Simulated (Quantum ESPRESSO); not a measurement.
# RbSrCl3 (Pm-3m): modes at Γ and the response to a field, part 2 of 3

Aim: the zone-centre modes of RbSrCl3 (Pm-3m).

Quantum ESPRESSO 7.5; DFT LDA, scalar-relativistic, plane waves, PseudoDojo norm-conserving pseudopotentials.

So far. Step 2 (A probe with smearing): A gap of 4.2 eV opens on this mesh, so the crystal is taken as an insulator; the start stands at -2.3 GPa. Step 4 (Self-consistent run for the response): The cell stands at -0.002 GPa, close enough for phonons. The relaxed cell has a = 5.489 Å (conventional setting).

## 5. Linear response at Γ

At q = 0 one unit cell holds all displacements; symmetry groups them into irreducible representations that are solved one by one. The response to a field gives ε∞ and the Born charges, which polar modes need.

The input, ph.in:

```
phonons
&inputph
   prefix = 'x'
   outdir = './tmp'
   fildyn = 'g.dyn'
   tr2_ph = 1.0d-18
   epsil = .true.
/
0.000000000000 0.000000000000 0.000000000000
```

Launch:

```
$ OMP_NUM_THREADS=1 mpirun -n 4 ph.x -nk 4 -in ph.in > ph.out
```

The program printed:

```text
[banners, grids, parts of the stress and lines that vanish by symmetry left out]
[banner, memory and clock lines left out]
Program PHONON v.7.5

     ./tmp/x.save/

     IMPORTANT: XC functional enforced from input :
     Exchange-correlation= PW
                           (   1   4   0   0   0   0   0)
     Any further DFT definition will be discarded
     Please, verify this is what you really want

     G-vector sticks info

     Reading collected, re-writing distributed wavefunctions in ./tmp/

     Number and degeneracy of irreps per q-point
       N         xq(1)         xq(2)         xq(3)   N irreps
       1   0.000000000   0.000000000   0.000000000       5
        3   3   3   3   3

     Calculation of q =    0.0000000   0.0000000   0.0000000

     phonons

     bravais-lattice index     =            1
     lattice parameter (alat)  =      10.3736  a.u.
     unit-cell volume          =    1116.3229 (a.u.)^3
     number of atoms/cell      =            5
     number of atomic types    =            3
     kinetic-energy cut-off    =      75.0000  Ry
     charge density cut-off    =     300.0000  Ry
     convergence threshold     =      1.0E-18
     beta                      =       0.7000
     number of iterations used =            4
     Exchange-correlation= PW
                           (   1   4   0   0   0   0   0)

     celldm(1)=   10.37361  celldm(2)=    0.00000  celldm(3)=    0.00000
     celldm(4)=    0.00000  celldm(5)=    0.00000  celldm(6)=    0.00000

     crystal axes: (cart. coord. in units of alat)
               a(1) = (  1.0000  0.0000  0.0000 )
               a(2) = (  0.0000  1.0000  0.0000 )
               a(3) = (  0.0000  0.0000  1.0000 )

     reciprocal axes: (cart. coord. in units 2 pi/alat)
               b(1) = (  1.0000  0.0000  0.0000 )
               b(2) = (  0.0000  1.0000  0.0000 )
               b(3) = (  0.0000  0.0000  1.0000 )

     Atoms inside the unit cell:

     Cartesian axes

     site n.  atom      mass           positions (alat units)
        1  Rb     85.4678   tau(    1) = (    0.50000    0.50000    0.50000  )
        2  Sr     87.6200   tau(    2) = (    0.00000    0.00000    0.00000  )
        3  Cl     35.4500   tau(    3) = (    0.50000    0.00000    0.00000  )
        4  Cl     35.4500   tau(    4) = (    0.00000    0.50000    0.00000  )
        5  Cl     35.4500   tau(    5) = (    0.00000    0.00000    0.50000  )

     Computing dynamical matrix for
                    q = (   0.0000000   0.0000000   0.0000000 )

     49 Sym.Ops. (with q -> -q+G )

     G cutoff =  817.7516  (  97713 G-vectors)     FFT grid: ( 60, 60, 60)
     number of k points=    10
                       cart. coord. in units 2pi/alat
        k(    1) = (   0.0000000   0.0000000   0.0000000), wk =   0.0312500
        k(    2) = (   0.0000000   0.0000000   0.2500000), wk =   0.1875000
        k(    3) = (   0.0000000   0.0000000  -0.5000000), wk =   0.0937500
        [... further k-points left out ...]

     PseudoPot. # 1 for Rb read from file:
     ./pseudo/Rb.upf
     Pseudo is Norm-conserving + core correction, Zval =  9.0

     PseudoPot. # 2 for Sr read from file:
     ./pseudo/Sr.upf
     Pseudo is Norm-conserving + core correction, Zval = 10.0

     PseudoPot. # 3 for Cl read from file:
     ./pseudo/Cl.upf
     Pseudo is Norm-conserving + core correction, Zval =  7.0

     Mode symmetry, O_h (m-3m)  point group:

     Electric field:
     Dielectric constant
     Born effective charges as d Force / d E

     Atomic displacements:
     There are    5 irreducible representations

     Representation     1      3 modes -  To be done

     Representation     2      3 modes -  To be done

     Representation     3      3 modes -  To be done

     Representation     4      3 modes -  To be done

     Representation     5      3 modes -  To be done

     Alpha used in Ewald sum =   2.8000

     Electric Fields Calculation

      iter #   1   av.it.:   6.3
      thresh= 1.000E-02 alpha_mix =  0.700 |ddv_scf|^2 =  5.075E-08

      [... iterations left out ...]
      iter #  10   av.it.:  12.5
      thresh= 1.466E-10 alpha_mix =  0.700 |ddv_scf|^2 =  5.094E-20

     End of electric fields calculation

          Dielectric constant in cartesian axis

          (       2.636640704       0.000000000       0.000000000 )
          (       0.000000000       2.636640704       0.000000000 )
          (       0.000000000       0.000000000       2.636640704 )

          Effective charges (d Force / dE) in cartesian axis without acoustic sum rule applied (asr)

           atom    1  Rb    Mean Z*:        1.28710
      Ex  (        1.28710        0.00000        0.00000 )
      Ey  (        0.00000        1.28710        0.00000 )
      Ez  (        0.00000        0.00000        1.28710 )
           atom    2  Sr    Mean Z*:        2.38823
      Ex  (        2.38823        0.00000        0.00000 )
      Ey  (        0.00000        2.38823        0.00000 )
      Ez  (        0.00000        0.00000        2.38823 )
           atom    3  Cl    Mean Z*:       -1.23172
      Ex  (       -1.93011        0.00000        0.00000 )
      Ey  (        0.00000       -0.88253        0.00000 )
      Ez  (        0.00000        0.00000       -0.88253 )
           atom    4  Cl    Mean Z*:       -1.23172
      Ex  (       -0.88253        0.00000        0.00000 )
      Ey  (        0.00000       -1.93011        0.00000 )
      Ez  (        0.00000        0.00000       -0.88253 )
           atom    5  Cl    Mean Z*:       -1.23172
      Ex  (       -0.88253        0.00000        0.00000 )
      Ey  (        0.00000       -0.88253        0.00000 )
      Ez  (        0.00000        0.00000       -1.93011 )

          Effective charges Sum: Mean:       -0.01984
             -0.01984        0.00000        0.00000
              0.00000       -0.01984        0.00000
              0.00000        0.00000       -0.01984

          Effective charges (d Force / dE) in cartesian axis with asr applied:
           atom    1  Rb    Mean Z*:        1.29107
      E*x (        1.29107        0.00000        0.00000 )
      E*y (        0.00000        1.29107        0.00000 )
      E*z (        0.00000        0.00000        1.29107 )
           atom    2  Sr    Mean Z*:        2.39220
      E*x (        2.39220        0.00000        0.00000 )
      E*y (        0.00000        2.39220        0.00000 )
      E*z (        0.00000        0.00000        2.39220 )
           atom    3  Cl    Mean Z*:       -1.22776
      E*x (       -1.92614        0.00000        0.00000 )
      E*y (        0.00000       -0.87857        0.00000 )
      E*z (        0.00000        0.00000       -0.87857 )
           atom    4  Cl    Mean Z*:       -1.22776
      E*x (       -0.87857        0.00000        0.00000 )
      E*y (        0.00000       -1.92614        0.00000 )
      E*z (        0.00000        0.00000       -0.87857 )
           atom    5  Cl    Mean Z*:       -1.22776
      E*x (       -0.87857        0.00000        0.00000 )
      E*y (        0.00000       -0.87857        0.00000 )
      E*z (        0.00000        0.00000       -1.92614 )

     Representation #   1 modes #   1   2   3

     Self-consistent Calculation

      iter #   1   av.it.:   5.6
      thresh= 1.000E-02 alpha_mix =  0.700 |ddv_scf|^2 =  1.135E-07

      [... iterations left out ...]
      iter #   9   av.it.:  12.7
      thresh= 3.477E-10 alpha_mix =  0.700 |ddv_scf|^2 =  2.690E-19

     End of self-consistent calculation

     Convergence has been achieved

     Representation #   2 modes #   4   5   6

     Self-consistent Calculation

      iter #   1   av.it.:   5.8
      thresh= 1.000E-02 alpha_mix =  0.700 |ddv_scf|^2 =  1.885E-07

      [... iterations left out ...]
      iter #   9   av.it.:  12.5
      thresh= 3.068E-10 alpha_mix =  0.700 |ddv_scf|^2 =  2.811E-19

     End of self-consistent calculation

     Convergence has been achieved

     Representation #   3 modes #   7   8   9

     Self-consistent Calculation

      iter #   1   av.it.:   4.7
      thresh= 1.000E-02 alpha_mix =  0.700 |ddv_scf|^2 =  9.462E-08

      [... iterations left out ...]
      iter #   9   av.it.:  12.1
      thresh= 3.094E-10 alpha_mix =  0.700 |ddv_scf|^2 =  5.756E-20

     End of self-consistent calculation

     Convergence has been achieved

     Representation #   4 modes #  10  11  12

     Self-consistent Calculation

      iter #   1   av.it.:   5.6
      thresh= 1.000E-02 alpha_mix =  0.700 |ddv_scf|^2 =  1.354E-07

      [... iterations left out ...]
      iter #   9   av.it.:  12.5
      thresh= 3.101E-10 alpha_mix =  0.700 |ddv_scf|^2 =  1.699E-19

     End of self-consistent calculation

     Convergence has been achieved

     Representation #   5 modes #  13  14  15

     Self-consistent Calculation

      iter #   1   av.it.:   5.4
      thresh= 1.000E-02 alpha_mix =  0.700 |ddv_scf|^2 =  4.261E-08

      [... iterations left out ...]
      iter #   7   av.it.:  12.9
      thresh= 2.590E-10 alpha_mix =  0.700 |ddv_scf|^2 =  1.952E-20

     End of self-consistent calculation

     Convergence has been achieved

     Number of q in the star =    1
     List of q in the star:
          1   0.000000000   0.000000000   0.000000000

          Dielectric constant in cartesian axis

          (       2.636640704       0.000000000       0.000000000 )
          (       0.000000000       2.636640704       0.000000000 )
          (       0.000000000       0.000000000       2.636640704 )

          Effective charges (d Force / dE) in cartesian axis without acoustic sum rule applied (asr)

           atom    1  Rb    Mean Z*:        1.28710
      Ex  (        1.28710        0.00000        0.00000 )
      Ey  (        0.00000        1.28710        0.00000 )
      Ez  (        0.00000        0.00000        1.28710 )
           atom    2  Sr    Mean Z*:        2.38823
      Ex  (        2.38823        0.00000        0.00000 )
      Ey  (        0.00000        2.38823        0.00000 )
      Ez  (        0.00000        0.00000        2.38823 )
           atom    3  Cl    Mean Z*:       -1.23172
      Ex  (       -1.93011        0.00000        0.00000 )
      Ey  (        0.00000       -0.88253        0.00000 )
      Ez  (        0.00000        0.00000       -0.88253 )
           atom    4  Cl    Mean Z*:       -1.23172
      Ex  (       -0.88253        0.00000        0.00000 )
      Ey  (        0.00000       -1.93011        0.00000 )
      Ez  (        0.00000        0.00000       -0.88253 )
           atom    5  Cl    Mean Z*:       -1.23172
      Ex  (       -0.88253        0.00000        0.00000 )
      Ey  (        0.00000       -0.88253        0.00000 )
      Ez  (        0.00000        0.00000       -1.93011 )

          Effective charges Sum: Mean:       -0.01984
             -0.01984        0.00000        0.00000
              0.00000       -0.01984        0.00000
              0.00000        0.00000       -0.01984

          Effective charges (d Force / dE) in cartesian axis with asr applied:
           atom    1  Rb    Mean Z*:        1.29107
      E*x (        1.29107        0.00000        0.00000 )
      E*y (        0.00000        1.29107        0.00000 )
      E*z (        0.00000        0.00000        1.29107 )
           atom    2  Sr    Mean Z*:        2.39220
      E*x (        2.39220        0.00000        0.00000 )
      E*y (        0.00000        2.39220        0.00000 )
      E*z (        0.00000        0.00000        2.39220 )
           atom    3  Cl    Mean Z*:       -1.22776
      E*x (       -1.92614        0.00000        0.00000 )
      E*y (        0.00000       -0.87857        0.00000 )
      E*z (        0.00000        0.00000       -0.87857 )
           atom    4  Cl    Mean Z*:       -1.22776
      E*x (       -0.87857        0.00000        0.00000 )
      E*y (        0.00000       -1.92614        0.00000 )
      E*z (        0.00000        0.00000       -0.87857 )
           atom    5  Cl    Mean Z*:       -1.22776
      E*x (       -0.87857        0.00000        0.00000 )
      E*y (        0.00000       -0.87857        0.00000 )
      E*z (        0.00000        0.00000       -1.92614 )

     Diagonalizing the dynamical matrix

     q = (    0.000000000   0.000000000   0.000000000 )

 **************************************************************************
     freq (    1) =      -1.525313 [THz] =     -50.878971 [cm-1]
     freq (    2) =      -1.525313 [THz] =     -50.878971 [cm-1]
     freq (    3) =      -1.525313 [THz] =     -50.878971 [cm-1]
     freq (    4) =      -1.207036 [THz] =     -40.262397 [cm-1]
     freq (    5) =      -1.207036 [THz] =     -40.262397 [cm-1]
     freq (    6) =      -1.207036 [THz] =     -40.262397 [cm-1]
     freq (    7) =      -0.074730 [THz] =      -2.492727 [cm-1]
     freq (    8) =      -0.074730 [THz] =      -2.492727 [cm-1]
     freq (    9) =      -0.074730 [THz] =      -2.492727 [cm-1]
     freq (   10) =       1.973967 [THz] =      65.844452 [cm-1]
     freq (   11) =       1.973967 [THz] =      65.844452 [cm-1]
     freq (   12) =       1.973967 [THz] =      65.844452 [cm-1]
     freq (   13) =       8.243801 [THz] =     274.983596 [cm-1]
     freq (   14) =       8.243801 [THz] =     274.983596 [cm-1]
     freq (   15) =       8.243801 [THz] =     274.983596 [cm-1]
 **************************************************************************

     Mode symmetry, O_h (m-3m)  point group:

     freq (   1-   3) =        -50.9  [cm-1]   --> T_1u G_15  G_4- I
     freq (   4-   6) =        -40.3  [cm-1]   --> T_2u G_25  G_5-
     freq (   7-   9) =         -2.5  [cm-1]   --> T_1u G_15  G_4- I
     freq (  10-  12) =         65.8  [cm-1]   --> T_1u G_15  G_4- I
     freq (  13-  15) =        275.0  [cm-1]   --> T_1u G_15  G_4- I
```

Wall time 15 min (4 MPI ranks of Intel Xeon at 2.70GHz, shared host); 61 min of CPU time.

This step gave:

| Item | Value |
| --- | --- |
| miss of the charge sum rule | 0.01984 e |
| largest acoustic frequency at the zone centre before the sum rule | -2.49 cm⁻¹ |
| highest optical zone-centre mode (no LO-TO term) | 275.0 cm⁻¹ |
| lowest optical zone-centre mode | -50.88 cm⁻¹ |
| mean high-frequency dielectric constant | 2.637 |
| largest Born charge in size (third of the trace) | 2.388 e |

Born charge (rows field, columns displacement), before the sum rule (e), principal values of the symmetric part by kind of site:

| atom | atoms with these values | low | middle | high | mean |
| --- | --- | --- | --- | --- | --- |
| Rb1 | 1 | 1.29 | 1.29 | 1.29 | 1.29 |
| Sr2 | 1 | 2.39 | 2.39 | 2.39 | 2.39 |
| Cl3 | 3 | -1.93 | -0.88 | -0.88 | -1.23 |

In full for Rb1:

```
1.29 0.00 0.00
0.00 1.29 0.00
0.00 0.00 1.29
```

High-frequency dielectric tensor:

```
2.64 0.00 0.00
0.00 2.64 0.00
0.00 0.00 2.64
```

The acoustic modes at Γ come out as far as 2.5 cm⁻¹ from zero, where they should vanish, a small numerical error; the Born charges miss their sum rule by 0.020 e, which is good. The lowest optical mode is imaginary, 51i cm⁻¹, an instability at this level and on this k mesh.

## 6. Zone-centre analysis

A rigid shift of the crystal must cost nothing, but grids and finite bases break this; the acoustic sum rule is imposed before the matrix is diagonalised again. With Born charges the intensities follow; a static dielectric tensor has no meaning with imaginary modes.

The input, dynmat.in:

```
&input
   fildyn = 'g.dyn'
   asr = 'simple'
   fileig = 'dynmat.eig'
   lperm = .true.
/
```

Launch:

```
$ dynmat.x -in dynmat.in > dynmat.out
```

The program printed:

```text
[banner, memory and clock lines left out]
Program DYNMAT v.7.5

     Reading Dynamical Matrix from file g.dyn
     ...Force constants read
     ...epsilon and Z* read
     A direction for q was not specified:TO-LO splitting will be absent

     Polarizability (A^3 units)
     multiply by 0.647020 for Clausius-Mossotti correction
        21.544516    0.000000    0.000000
         0.000000   21.544516    0.000000
         0.000000    0.000000   21.544516

     IR activities are in (D/A)^2/amu units

# mode   [cm-1]    [THz]      IR
    1    -50.81   -1.5234    1.4671
    2    -50.81   -1.5234    1.4671
    3    -50.81   -1.5234    1.4671
    4    -40.15   -1.2036    0.0000
    5    -40.15   -1.2036    0.0000
    6    -40.15   -1.2036    0.0000
    7     -0.00   -0.0000    0.0000
    8     -0.00   -0.0000    0.0000
    9      0.00    0.0000    0.0000
   10     65.89    1.9753    0.3363
   11     65.89    1.9753    0.3363
   12     65.89    1.9753    0.3363
   13    275.01    8.2445    3.5726
   14    275.01    8.2445    3.5726
   15    275.01    8.2445    3.5726

Electronic dielectric permittivity tensor (relative, adimensional)
         2.636641    0.000000    0.000000
         0.000000    2.636641    0.000000
         0.000000    0.000000    2.636641

 ... with zone-center polar mode contributions
         4.244471   -0.000000   -0.000000
        -0.000000    4.244471    0.000000
        -0.000000    0.000000    4.244471

[end of the log left out, with the tail of the file of modes that dynmat.x writes under the same name]
```

It took 0.74 s on 1 thread.

This step gave:

| Property | Result |
| --- | --- |
| lowest optical zone-centre mode | -50.81 cm⁻¹ |

(Part 2 of 3 ends here.)

[Host names and launcher messages were left out of these logs when they were recorded.]

[Logs are printed without paths, hosts, clocks, repeated set-up lines and the standing remarks that a program may print on its own settings, such as how far it seeks lower states.]

[Hosts, paths, dates, database ids (printed as entryN), source tags and the programs' standing remarks are cut or masked in the printed files.]
